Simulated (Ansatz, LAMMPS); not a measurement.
# A frame of liquid mixture of dimethyl sulfoxide and H2O from 300 K (89 atoms): geometry optimisation, part 2 of 3

Wanted: the relaxed structure of a frame of liquid mixture of dimethyl sulfoxide and H2O from 300 K (89 atoms) and its electronic structure.

Ansatz 0.2.0; Kohn-Sham DFT, PBE+D4, PAW (set soft_2), plane waves.

The cell: 16 C, 8 S, 11 O and 54 H. The network of contacts between molecules at the start is that of the classical potential that made the cell. The density was typed from a rule of thumb and may lie off the real one at this temperature. The Brillouin zone is sampled at Γ only, in a cell whose shortest periodic width is 10 Å.

So far. Step 3 (Single point at the start): Neighbours are counted within 1.34 Å (H-C), 1.21 Å (H-O), 2.21 Å (C-S), 1.93 Å (O-S).

**4. Relaxation**

With the cell held, the atoms are moved downhill towards a nearby minimum.

input.yaml reads:

```yaml
crystal:
  lattice:
    - [10.1107, 0.0, 0.0]
    - [0.0, 10.1107, 0.0]
    - [0.0, 0.0, 10.1107]
  atoms:
    [... the 89 atom lines of step 3 ...]
kpoints:
  mp_grid: { grid: [1, 1, 1] }
hamiltonian:
  xc: pbe
  dispersion: d4
scf:
  occupations: { method: fixed }
output:
  forces: true
relax:
  f_tol: 0.03
  max_steps: 200
```

Launch:

```
> ansatz run input.yaml --threads 4 --pin off --max-ram 8192MiB --backend cpu --events-out ev --progress --plain --runs-dir out
```

Numbers of over 12 decimals in the logs are rounded to 6 here.

Output:

```text
[...]
Crystal: 89 atoms, lattice volume = 1033.579 Å³
Basis set: ecut = 420 eV, 20197 PW (Γ), exchange–correlation on 144×144×144 points (8 copies of the dense FFT grid, shifted against one another)
Bands: 205, of which v1, the nominal top of the filled ones, is band 116 counted from 1 (115 counted from 0)
Symmetry: 1 space group operations
[...]
k-points: 1
[...]
SCF iter   1: F=—  HF=-18334.598543 eV  |F-HF|=—  |Δ(HF+E_count)|=         —  Δρ=7.28e-3  dr2=6.87e-1  ethr=1.77e-3  ⟨swp⟩=5.0  Hψ=679  notcnv=0  defer=85
[...]
SCF iter   3: F=—  HF=-18334.433755 eV  |F-HF|=—  |Δ(HF+E_count)|=   2.09e-2  Δρ=1.59e-3  dr2=3.24e-2  ethr=6.01e-5  ⟨swp⟩=3.0  Hψ=240  notcnv=0  defer=29
automatic band count: iteration 3 solves 147 bands in place of 205: the levels show a gap, and the empty bands left out lie too high to hold charge; the band table lists the bands solved (type scf.n_extra_bands for more)
SCF iter   4: F=—  HF=-18334.432882 eV  |F-HF|=—  |Δ(HF+E_count)|=   8.73e-4  Δρ=6.40e-4  dr2=5.70e-3  ethr=1.40e-5  ⟨swp⟩=3.0  Hψ=165  notcnv=0  defer=29
[...]
SCF iter   7: F=-18334.432978 eV  HF=-18334.432977 eV  |F-HF|=8.87e-7  |Δ(HF+E_count)|=   1.27e-5  Δρ=3.73e-5  dr2=1.44e-5  ethr=9.70e-9  ⟨swp⟩=3.0  Hψ=569  notcnv=0
SCF 1 converged in 7 iterations: F = -18334.432978 eV  dr2 = 1.44e-5
[...]
relax step   1: F+E_penalty+E_count = -18334.43297825 eV  Δ(F+E_penalty+E_count) = +0.000e0 eV  max|allowed force component| = 3.054e0 eV/Å  Δτ_max = 0.0000 Å  (7 SCF iters, dr2 threshold 2.25e-5 eV, accepted)
[... from here on, the SCF cycles and remarks between the steps are left out ...]
relax step   2: F+E_penalty+E_count = -18336.76667677 eV  Δ(F+E_penalty+E_count) = -2.334e0 eV  max|allowed force component| = 1.602e0 eV/Å  Δτ_max = 0.1946 Å  (7 SCF iters, dr2 threshold 1.00e-4 eV, accepted)
relax step   3: F+E_penalty+E_count = -18337.18738326 eV  Δ(F+E_penalty+E_count) = -4.207e-1 eV  max|allowed force component| = 1.634e0 eV/Å  Δτ_max = 0.1920 Å  (7 SCF iters, dr2 threshold 1.00e-4 eV, accepted)
relax step   4: F+E_penalty+E_count = -18337.38965297 eV  Δ(F+E_penalty+E_count) = -2.023e-1 eV  max|allowed force component| = 1.284e0 eV/Å  Δτ_max = 0.2000 Å  (6 SCF iters, dr2 threshold 1.00e-4 eV, accepted)
relax step   5: F+E_penalty+E_count = -18337.60943892 eV  Δ(F+E_penalty+E_count) = -2.198e-1 eV  max|allowed force component| = 4.500e-1 eV/Å  Δτ_max = 0.1985 Å  (6 SCF iters, dr2 threshold 1.00e-4 eV, accepted)
relax step   6: F+E_penalty+E_count = -18337.73346612 eV  Δ(F+E_penalty+E_count) = -1.240e-1 eV  max|allowed force component| = 1.941e-1 eV/Å  Δτ_max = 0.2000 Å  (7 SCF iters, dr2 threshold 2.49e-5 eV, accepted)
relax step   7: F+E_penalty+E_count = -18337.80790836 eV  Δ(F+E_penalty+E_count) = -7.444e-2 eV  max|allowed force component| = 2.182e-1 eV/Å  Δτ_max = 0.1948 Å  (8 SCF iters, dr2 threshold 4.63e-6 eV, accepted)
relax step   8: F+E_penalty+E_count = -18337.84939650 eV  Δ(F+E_penalty+E_count) = -4.149e-2 eV  max|allowed force component| = 3.065e-1 eV/Å  Δτ_max = 0.1962 Å  (8 SCF iters, dr2 threshold 8.85e-6 eV, accepted)
relax step   9: F+E_penalty+E_count = -18337.89832433 eV  Δ(F+E_penalty+E_count) = -4.893e-2 eV  max|allowed force component| = 2.682e-1 eV/Å  Δτ_max = 0.1322 Å  (6 SCF iters, dr2 threshold 9.39e-5 eV, accepted)
relax step  10: F+E_penalty+E_count = -18337.95331727 eV  Δ(F+E_penalty+E_count) = -5.499e-2 eV  max|allowed force component| = 2.610e-1 eV/Å  Δτ_max = 0.1952 Å  (6 SCF iters, dr2 threshold 5.51e-5 eV, accepted)
relax step  11: F+E_penalty+E_count = -18337.99649086 eV  Δ(F+E_penalty+E_count) = -4.317e-2 eV  max|allowed force component| = 4.343e-1 eV/Å  Δτ_max = 0.1978 Å  (6 SCF iters, dr2 threshold 5.22e-5 eV, accepted)
relax step  12: F+E_penalty+E_count = -18338.03386747 eV  Δ(F+E_penalty+E_count) = -3.738e-2 eV  max|allowed force component| = 5.829e-1 eV/Å  Δτ_max = 0.1874 Å  (7 SCF iters, dr2 threshold 1.00e-4 eV, accepted)
relax step  13: F+E_penalty+E_count = -18338.09557308 eV  Δ(F+E_penalty+E_count) = -6.171e-2 eV  max|allowed force component| = 5.216e-1 eV/Å  Δτ_max = 0.1989 Å  (6 SCF iters, dr2 threshold 1.00e-4 eV, accepted)
relax step  14: F+E_penalty+E_count = -18338.16298776 eV  Δ(F+E_penalty+E_count) = -6.741e-2 eV  max|allowed force component| = 4.086e-1 eV/Å  Δτ_max = 0.1947 Å  (6 SCF iters, dr2 threshold 1.00e-4 eV, accepted)
relax step  15: F+E_penalty+E_count = -18338.21481017 eV  Δ(F+E_penalty+E_count) = -5.182e-2 eV  max|allowed force component| = 4.405e-1 eV/Å  Δτ_max = 0.1948 Å  (6 SCF iters, dr2 threshold 1.00e-4 eV, accepted)
relax step  16: F+E_penalty+E_count = -18338.25224760 eV  Δ(F+E_penalty+E_count) = -3.744e-2 eV  max|allowed force component| = 4.518e-1 eV/Å  Δτ_max = 0.1762 Å  (6 SCF iters, dr2 threshold 1.00e-4 eV, accepted)
relax step  17: F+E_penalty+E_count = -18338.28232718 eV  Δ(F+E_penalty+E_count) = -3.008e-2 eV  max|allowed force component| = 3.930e-1 eV/Å  Δτ_max = 0.1431 Å  (6 SCF iters, dr2 threshold 1.00e-4 eV, accepted)
relax step  18: F+E_penalty+E_count = -18338.29867650 eV  Δ(F+E_penalty+E_count) = -1.635e-2 eV  max|allowed force component| = 3.654e-1 eV/Å  Δτ_max = 0.1788 Å  (6 SCF iters, dr2 threshold 1.00e-4 eV, accepted)
relax step  19: F+E_penalty+E_count = -18338.30988821 eV  Δ(F+E_penalty+E_count) = -1.121e-2 eV  max|allowed force component| = 2.149e-1 eV/Å  Δτ_max = 0.0591 Å  (5 SCF iters, dr2 threshold 1.00e-4 eV, accepted)
relax step  20: F+E_penalty+E_count = -18338.31777108 eV  Δ(F+E_penalty+E_count) = -7.883e-3 eV  max|allowed force component| = 7.726e-2 eV/Å  Δτ_max = 0.0621 Å  (6 SCF iters, dr2 threshold 1.60e-5 eV, accepted)
relax step  21: F+E_penalty+E_count = -18338.32058525 eV  Δ(F+E_penalty+E_count) = -2.814e-3 eV  max|allowed force component| = 6.440e-2 eV/Å  Δτ_max = 0.0647 Å  (9 SCF iters, accepted)
relax step  22: F+E_penalty+E_count = -18338.32208806 eV  Δ(F+E_penalty+E_count) = -1.503e-3 eV  max|allowed force component| = 6.565e-2 eV/Å  Δτ_max = 0.0516 Å  (9 SCF iters, accepted)
relax step  23: F+E_penalty+E_count = -18338.32325276 eV  Δ(F+E_penalty+E_count) = -1.165e-3 eV  max|allowed force component| = 2.922e-2 eV/Å  Δτ_max = 0.0386 Å  (7 SCF iters, dr2 threshold 2.99e-6 eV, accepted)
relax step  24: F+E_penalty+E_count = -18338.32325281 eV  Δ(F+E_penalty+E_count) = -4.748e-8 eV  max|allowed force component| = 2.921e-2 eV/Å  Δτ_max = 0.0000 Å  (3 SCF iters, accepted)
relax step  25: F+E_penalty+E_count = -18338.32416747 eV  Δ(F+E_penalty+E_count) = -9.147e-4 eV  max|allowed force component| = 3.089e-2 eV/Å  Δτ_max = 0.0420 Å  (9 SCF iters, accepted)
relax step  26: F+E_penalty+E_count = -18338.32493878 eV  Δ(F+E_penalty+E_count) = -7.713e-4 eV  max|allowed force component| = 5.218e-2 eV/Å  Δτ_max = 0.0469 Å  (7 SCF iters, dr2 threshold 9.53e-7 eV, accepted)
relax step  27: F+E_penalty+E_count = -18338.32588625 eV  Δ(F+E_penalty+E_count) = -9.475e-4 eV  max|allowed force component| = 9.125e-2 eV/Å  Δτ_max = 0.0847 Å  (7 SCF iters, dr2 threshold 2.72e-6 eV, accepted)
relax step  28: F+E_penalty+E_count = -18338.32676218 eV  Δ(F+E_penalty+E_count) = -8.759e-4 eV  max|allowed force component| = 9.584e-2 eV/Å  Δτ_max = 0.0308 Å  (6 SCF iters, dr2 threshold 8.33e-6 eV, accepted)
[...]
relax step  36: F+E_penalty+E_count = -18338.33892349 eV  Δ(F+E_penalty+E_count) = -1.939e-3 eV  max|allowed force component| = 1.133e-1 eV/Å  Δτ_max = 0.1875 Å  (7 SCF iters, dr2 threshold 5.10e-6 eV, accepted)
relax step  37: F+E_penalty+E_count = -18338.34011805 eV  Δ(F+E_penalty+E_count) = -1.195e-3 eV  max|allowed force component| = 1.205e-1 eV/Å  Δτ_max = 0.0762 Å  (6 SCF iters, dr2 threshold 4.89e-6 eV, accepted)
relax step  38: F+E_penalty+E_count = -18338.34166047 eV  Δ(F+E_penalty+E_count) = -1.542e-3 eV  max|allowed force component| = 9.835e-2 eV/Å  Δτ_max = 0.0727 Å  (5 SCF iters, dr2 threshold 1.39e-5 eV, accepted)
relax step  39: F+E_penalty+E_count = -18338.34316514 eV  Δ(F+E_penalty+E_count) = -1.505e-3 eV  max|allowed force component| = 4.959e-2 eV/Å  Δτ_max = 0.0924 Å  (6 SCF iters, dr2 threshold 6.44e-6 eV, accepted)
relax step  40: F+E_penalty+E_count = -18338.34395610 eV  Δ(F+E_penalty+E_count) = -7.910e-4 eV  max|allowed force component| = 9.796e-2 eV/Å  Δτ_max = 0.1950 Å  (9 SCF iters, accepted)
relax step  41: F+E_penalty+E_count = -18338.34477537 eV  Δ(F+E_penalty+E_count) = -8.193e-4 eV  max|allowed force component| = 7.355e-2 eV/Å  Δτ_max = 0.0200 Å  (5 SCF iters, dr2 threshold 2.44e-6 eV, accepted)
relax step  42: F+E_penalty+E_count = -18338.34527687 eV  Δ(F+E_penalty+E_count) = -5.015e-4 eV  max|allowed force component| = 6.569e-3 eV/Å  Δτ_max = 0.0176 Å  (5 SCF iters, dr2 threshold 3.05e-6 eV, accepted)
relax step  43: F+E_penalty+E_count = -18338.34527714 eV  Δ(F+E_penalty+E_count) = -2.618e-7 eV  max|allowed force component| = 6.552e-3 eV/Å  Δτ_max = 0.0000 Å  (4 SCF iters, accepted)
relax step  44: F+E_penalty+E_count = -18338.34607101 eV  Δ(F+E_penalty+E_count) = -7.939e-4 eV  max|allowed force component| = 1.845e-2 eV/Å  Δτ_max = 0.0751 Å  (9 SCF iters, accepted)
relax step  45: F+E_penalty+E_count = -18338.34661123 eV  Δ(F+E_penalty+E_count) = -5.402e-4 eV  max|allowed force component| = 2.308e-1 eV/Å  Δτ_max = 0.1957 Å  (9 SCF iters, accepted)
relax step  46: F+E_penalty+E_count = -18338.34912063 eV  Δ(F+E_penalty+E_count) = -2.509e-3 eV  max|allowed force component| = 1.024e-1 eV/Å  Δτ_max = 0.0261 Å  (4 SCF iters, dr2 threshold 5.33e-5 eV, accepted)
relax step  47: F+E_penalty+E_count = -18338.35113461 eV  Δ(F+E_penalty+E_count) = -2.014e-3 eV  max|allowed force component| = 2.415e-2 eV/Å  Δτ_max = 0.0479 Å  (6 SCF iters, dr2 threshold 2.06e-6 eV, accepted)
relax step  48: F+E_penalty+E_count = -18338.35113508 eV  Δ(F+E_penalty+E_count) = -4.739e-7 eV  max|allowed force component| = 2.425e-2 eV/Å  Δτ_max = 0.0000 Å  (4 SCF iters, accepted)
SCF converged after 4 iterations
Free energy (F): -18338.351135 eV
[...]
Internal energy: -18338.351135 eV  (E = F + TS)
E sigma→0 (E₀):  -18338.351135 eV
Fermi energy:    -0.336342 eV
[...]
--- Forces (eV/Å), atoms counted from 1 ---
  atom   1  C     -0.00122738    -0.00302120     0.00160275
  atom   2  S      0.00230952     0.00800357     0.00052800
  atom   3  C     -0.00302318    -0.00248636     0.00377656
  atom   4  O      0.00369857    -0.00281838    -0.00788906
  atom   5  H      0.00267453     0.00249436    -0.00082603
  atom   6  H      0.00042752     0.00110876     0.00098768
  atom   7  H      0.00293930     0.00098424    -0.00122307
  atom   8  H     -0.00059654    -0.00152646    -0.00312736
  atom   9  H     -0.00132672    -0.00144393     0.00007271
  atom  10  H      0.00129306     0.00323036    -0.00124181
  atom  11  C      0.00232300     0.00194894    -0.00044074
  atom  12  S      0.00412367     0.00179473    -0.00014039
  atom  13  C      0.00123464     0.00027967    -0.00273668
  atom  14  O     -0.00039831    -0.00433017     0.00242058
[...]
atom  88  H      0.00319373    -0.00382589     0.00169375
  atom  89  H     -0.00052424    -0.00011921    -0.00063303
  max |Σ_I F_I| component: 1.31e-4 eV/Å
--- Relaxed structure (48 steps of the walk, 48 accepted, 0 SCFs on fresh bases) ---
  F+E_penalty+E_count = -18338.35113508 eV   max|allowed force component| = 2.425e-2 eV/Å
  atoms:
    - { symbol: C, position: [0.382510, 0.143803, 0.548927] }
    - { symbol: S, position: [0.311560, 0.308698, 0.551256] }
    - { symbol: C, position: [0.189511, 0.281923, 0.423058] }
    - { symbol: O, position: [0.237618, 0.321872, 0.681387] }
[...]
- { symbol: H, position: [0.697656, 0.737633, 0.090548] }
```

Elapsed: 3.1 min, on 4 threads of Arm Neoverse V2, shared host; peak memory 0.94 GiB.

Step by step (22 of 48):

```
step  energy less that of the first step (eV)  largest force component (eV/Å)
   1                                   0.0000                          3.0535
   3                                  -2.7544                          1.6337
   5                                  -3.1765                          0.4500
   8                                  -3.4164                          0.3065
  10                                  -3.5203                          0.2610
  12                                  -3.6009                          0.5829
  14                                  -3.7300                          0.4086
  17                                  -3.8493                          0.3930
  19                                  -3.8769                          0.2149
  21                                  -3.8876                          0.0644
  23                                  -3.8903                          0.0292
  26                                  -3.8920                          0.0522
  28                                  -3.8938                          0.0958
  30                                  -3.8962                          0.1473
  32                                  -3.8991                          0.2054
  35                                  -3.9040                          0.1157
  37                                  -3.9071                          0.1205
  39                                  -3.9102                          0.0496
  41                                  -3.9118                          0.0736
  44                                  -3.9131                          0.0184
  46                                  -3.9161                          0.1024
  48                                  -3.9182                          0.0242
```

The atoms that moved most (Å):

```
atom      dx      dy      dz  length
 H48   0.274  -1.354  -0.757   1.575
 H46  -0.312   1.479   0.096   1.515
 H16  -1.097   0.254   0.977   1.490
 H25   1.480  -0.160   0.059   1.489
 H75   0.721   0.010   1.268   1.459
 O14   1.269   0.465  -0.525   1.450
  H9  -0.328  -0.080  -1.340   1.382
  H6  -0.836  -0.196  -1.062   1.366
```

The relaxation changed the energy by -44.0 meV/atom, and atoms moved by 0.85 Å r.m.s., 1.6 Å at most.

**5. Distances and neighbours after relaxation**

Bonds before and after, by the cutoffs listed below:

```csv
pair,bonds before,bonds after,mean before (Å),mean after (Å),spread before (Å),spread after (Å)
H-C,48,48,1.103,1.097,0.033,0.001
H-O,6,6,1.000,0.989,0.000,0.003
C-S,16,16,1.813,1.807,0.036,0.005
O-S,8,8,1.502,1.521,0.025,0.005
```

Density 1.09 g/cm³, 11.61 Å³ an atom.

g(r), total and by pair (bins of 0.2 Å):

```csv
r (Å),total,H-H,H-C,H-O,H-S,C-C,C-O
0.90,0.66,0.00,0.00,4.37,0.00,0.00,0.00
1.10,4.30,0.00,19.73,0.00,0.00,0.00,0.00
1.30,0.00,0.00,0.00,0.00,0.00,0.00,0.00
1.50,0.49,0.35,0.00,0.00,0.00,0.00,0.00
1.70,0.72,1.70,0.00,0.44,0.00,0.00,0.00
1.90,1.50,2.46,0.00,0.82,0.00,0.00,0.00
2.10,0.00,0.00,0.00,0.00,0.00,0.00,0.00
2.30,0.84,0.41,0.00,0.89,5.05,0.00,0.00
2.50,0.84,0.81,0.00,1.48,2.92,0.00,0.00
2.70,1.02,1.05,0.31,0.96,0.13,3.48,5.20
2.90,1.20,0.80,1.60,2.95,0.90,0.00,0.00
3.10,0.75,1.25,0.68,0.64,0.48,0.00,0.00
3.30,0.74,0.88,1.00,0.64,0.44,0.00,1.25
3.50,0.96,0.69,1.21,1.00,1.19,0.27,3.25
3.70,1.06,0.82,1.40,1.99,0.28,0.45,2.05
3.90,1.07,1.08,1.00,1.22,0.94,1.67,0.76
4.10,1.00,1.10,1.10,0.99,0.74,1.74,0.42
4.30,1.02,0.99,0.82,1.01,1.39,0.87,0.89
4.50,1.07,1.18,0.87,0.92,1.11,0.31,0.94
4.70,1.02,1.04,0.84,0.78,1.47,2.03,0.53
4.90,0.98,0.93,1.05,0.70,1.16,0.79,0.88
```

Bonds by pair of elements; cutoffs follow the first minimum of g(r), held within bounds set by covalent radii, and pairs that aren't listed don't count as bonded:

```
pair A-B  cutoff (Å)  bonds  mean length (Å)  spread (Å)  shortest (Å)  B about A  A about B
     H-C        1.34     48             1.10       0.001          1.09      0.889          3
     H-O        1.21      6            0.989       0.003         0.983      0.111      0.545
     C-S        2.21     16             1.81       0.005          1.80          1          2
     O-S        1.93      8             1.52       0.005          1.52      0.727          1
```

How many atoms have how many bonded neighbours:

```
element  mean   1  2  3   4
      C     4   0  0  0  16
      H     1  54  0  0   0
      O  1.27   8  3  0   0
      S     3   0  0  8   0
```

Bond angles (no mean is given where the spread exceeds 20°):

```csv
angle,count,mean (°),spread (°)
H-C-H,48,110,0.9
H-C-S,48,108,1.3
C-S-O,16,107,0.5
C-S-C,8,97.4,0.9
H-O-H,3,104,1.6
```

Bond length by coordination (bonds to H left out):

| element | coordination | atoms | mean bond length (Å) |
| --- | --- | --- | --- |
| O | 1 | 8 | 1.52 |

By these cutoffs all C atoms have 4, all H atoms have 1, 73 % of O atoms have 1 and all S atoms have 3 bonded neighbours. The H-C-H angle averages 110° with a spread of 0.9°.

(Part 2 of 3 ends here.)

[Logs are printed without paths, hosts, clocks, repeated set-up lines and the standing remarks that a program may print on its own settings, such as how far it seeks lower states.]

[Hosts, paths, dates, database ids (printed as entryN), source tags and the programs' standing remarks are cut or masked in the printed files.]
